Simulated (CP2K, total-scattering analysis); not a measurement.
**The surroundings of H by a first difference**

Two samples of ethanol (12 ethanol; C 22.2, O 11.1, H 66.7 atom %; 300 K, fixed volume; ρ₀ = 0.0929 Å⁻³) differ only in the isotope of H: D (b = 6.6681 fm) and H (b = -3.7395 fm). Other lengths: C 6.6472, O 5.8037 fm. The data are simulated by ab initio molecular dynamics with CP2K (revPBE-D3(BJ), Gaussian and plane waves, DZVP-MOLOPT-SR basis, GTH potentials, 400 Ry, CSVR thermostat, no spin, fixed volume, H with the mass of D). The average runs over 0.52 ps of 108 atoms, so shells between rare elements are rough. Mean temperature 299 K, largest m.s.d. 3.08 Å², energy drift -2 meV an atom (last third less first, no steady trend); the first quarter of the run is discarded. Start: last frame of a classical run of this cell at the same density and temperature. So short a stretch relaxes bonds and nearest shells but still remembers its start. It is a liquid. The partials come from the cell's reciprocal vectors below 4 Å⁻¹ and from g(r) above; absorption, incoherent and inelastic scattering are left out. F(Q) = Σ ci cj bi bj (Sij − 1), in barn per steradian and atom:

```csv
Q (Å⁻¹),2H,1H,difference
0.6,-0.306,-0.218,-0.088
0.9,-0.251,-0.194,-0.057
1.2,0.083,-0.176,0.259
1.5,0.505,-0.131,0.636
1.8,0.052,-0.094,0.145
2.1,-0.089,-0.080,-0.009
2.4,-0.058,-0.074,0.016
2.7,-0.018,-0.043,0.024
3.0,-0.020,-0.017,-0.003
3.3,-0.025,-0.001,-0.024
3.6,-0.042,0.010,-0.052
3.9,-0.057,0.015,-0.073
4.2,-0.086,0.031,-0.117
4.5,-0.095,0.057,-0.152
4.8,-0.087,0.094,-0.180
5.1,-0.080,0.114,-0.194
5.4,-0.062,0.092,-0.155
5.7,-0.023,0.039,-0.063
6.0,0.020,-0.013,0.033
6.3,0.045,-0.051,0.096
6.6,0.053,-0.074,0.127
6.9,0.059,-0.079,0.139
7.2,0.066,-0.067,0.133
7.5,0.061,-0.045,0.106
7.8,0.045,-0.021,0.067
8.1,0.032,0.000,0.032
8.4,0.024,0.016,0.008
8.7,0.009,0.020,-0.011
9.0,-0.011,0.015,-0.026
9.3,-0.026,0.009,-0.035
9.6,-0.034,0.006,-0.040
9.9,-0.040,0.011,-0.051
10.2,-0.046,0.024,-0.069
10.5,-0.047,0.033,-0.080
10.8,-0.041,0.032,-0.073
```

The first difference in real space, ΔG(r), in barn (from the pair functions, so without the broadening of a finite Q range):

```csv
r (Å),first difference G(r)
0.50,-0.428
0.58,-0.428
0.66,-0.428
0.74,-0.428
0.82,-0.428
0.90,-0.422
0.98,1.215
1.06,3.056
1.14,2.613
1.22,-0.417
1.30,-0.428
1.38,-0.428
1.46,-0.426
1.54,-0.418
1.62,-0.388
1.70,-0.149
1.78,0.122
1.86,-0.143
1.94,-0.132
2.02,0.074
2.10,0.407
2.18,0.629
2.26,0.048
2.34,-0.210
2.42,-0.198
2.50,-0.136
2.58,-0.106
2.66,-0.081
2.74,-0.091
2.82,-0.098
2.90,-0.112
2.98,-0.099
3.06,-0.046
3.14,-0.035
3.22,-0.046
3.30,-0.048
3.38,-0.023
3.46,-0.025
3.54,-0.052
```

**Question.** Which pairs survive in the difference, and what is the first shell of H?

Pairs without H cancel. ΔG(r) = Σ W [g(r) − 1] with W = 2 c(H) c(j) b(j) Δb, and c(H)² (b₁² − b₂²) for H–H: H–C 0.2050, H–O 0.0895, H–H 0.1355 barn. At small r, ΔG → −ΣW = -0.430; in this finite cell the H–H term carries (N − 1)/N with N = 72 atoms of H, which gives -0.428.

The first feature holds O–H (0.98 Å, 0.2 neighbours by the coordinates) and C–H (1.10 Å, 0.8 neighbours by the coordinates) together, so its area gives only their weighted sum.

Shells of H from the coordinates: O–H at 0.98 Å, 0.2 neighbours to 1.26 Å; C–H at 1.10 Å, 0.8 neighbours to 1.40 Å; H–H at 1.78 Å, 1.4 neighbours to 2.02 Å (first peaks with a usable minimum only). Counts average over all H, whatever molecule they sit on, and second peaks of a pair (H two bonds away, hydrogen bonds) add features between 1.5 and 2.5 Å that aren't listed. The structure is taken to be the same for both isotopes, which holds least well for H and D.

[Logs are printed without paths, hosts, clocks, repeated set-up lines and the standing remarks that a program may print on its own settings, such as how far it seeks lower states.]
